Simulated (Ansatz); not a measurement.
## Al2Cu (I4/mcm): the Drude term of Re ε in the infrared

Re ε of Al2Cu (I4/mcm) along x at low photon energies is read from one computed spectrum; the carriers' damping was typed as γ = 0.03 eV. x, y and z are the Cartesian axes of the input cell.

The structure is tetragonal, space group I4/mcm (No. 140). Conventional cell: a = 6.067 Å, b = 6.067 Å, c = 4.877 Å, α = 90.00°, β = 90.00°, γ = 90.00°. Cu on site a is surrounded by 2 Cu at 2.44 Å and 8 Al at 2.59 Å. Around Al on site h lie 4 Cu at 2.59 Å and 3 Al at 2.71 to 2.90 Å.

Method: Ansatz 0.2.0, PBE, independent particles, k-mesh 6×6×6 with interpolation inside its cells, Gaussian parameter 0.15 eV.

Launch of the response step: `ansatz run input.yaml --threads 4 --pin off --max-ram 8192MiB --backend cpu --events-out ev --progress --plain --runs-dir out`. The run took 53 s, on 4 threads of AMD EPYC 9R14 (Zen 4) (shared host).

| photon energy E (eV) | wavelength (µm) | Re ε |
| --- | --- | --- |
| 0.25 | 4.96 | -1118.2 |
| 0.30 | 4.13 | -791.5 |
| 0.35 | 3.54 | -593.6 |
| 0.40 | 3.10 | -462.0 |
| 0.50 | 2.48 | -296.1 |
| 0.60 | 2.07 | ? |
| 0.70 | 1.77 | -139.5 |

A Drude term over a constant background gives Re ε = ε_b − ωp²/(E² + γ²), linear in 1/(E² + γ²).

Working, on the rows shown:

| x = 1/(E² + γ²) (eV⁻²) | y = Re ε |
| --- | --- |
| 15.7729 | -1118.2 |
| 11.0011 | -791.5 |
| 8.10373 | -593.6 |
| 6.21504 | -462 |
| 3.98565 | -296.1 |
| 2.03707 | -139.5 |

Means: x̄ = 7.8526, ȳ = -566.82. Σ(x − x̄)(y − ȳ) = -8785, Σ(x − x̄)² = 124.2. Slope = -8785 / 124.2 = -70.75; intercept = ȳ − slope · x̄ = -11.225. The line misses the rows shown by at most 16.

Problem. Fill in the last column of the withheld row.

Solution. At x = 2.7709 the line gives y = -207.27. The run gave -198.3, so the interpolation is off by 9, 0.9 % of the range in the table.

Refitted with all rows, the slope is -71.02 and the intercept -8.0401. These give ωp = √(−slope) = 8.43 eV, against 8.58 eV from the program's Fermi-surface sum, and an intercept of -8.0. Taking the program's Drude term off the rows leaves 42 at the lowest energy and 10 at the highest, so the background isn't constant: interband transitions lie in or near the window, and neither fitted number can be trusted. The values come from a sum over the points of one k-mesh and carry its error, which is largest for Fermi-surface quantities.
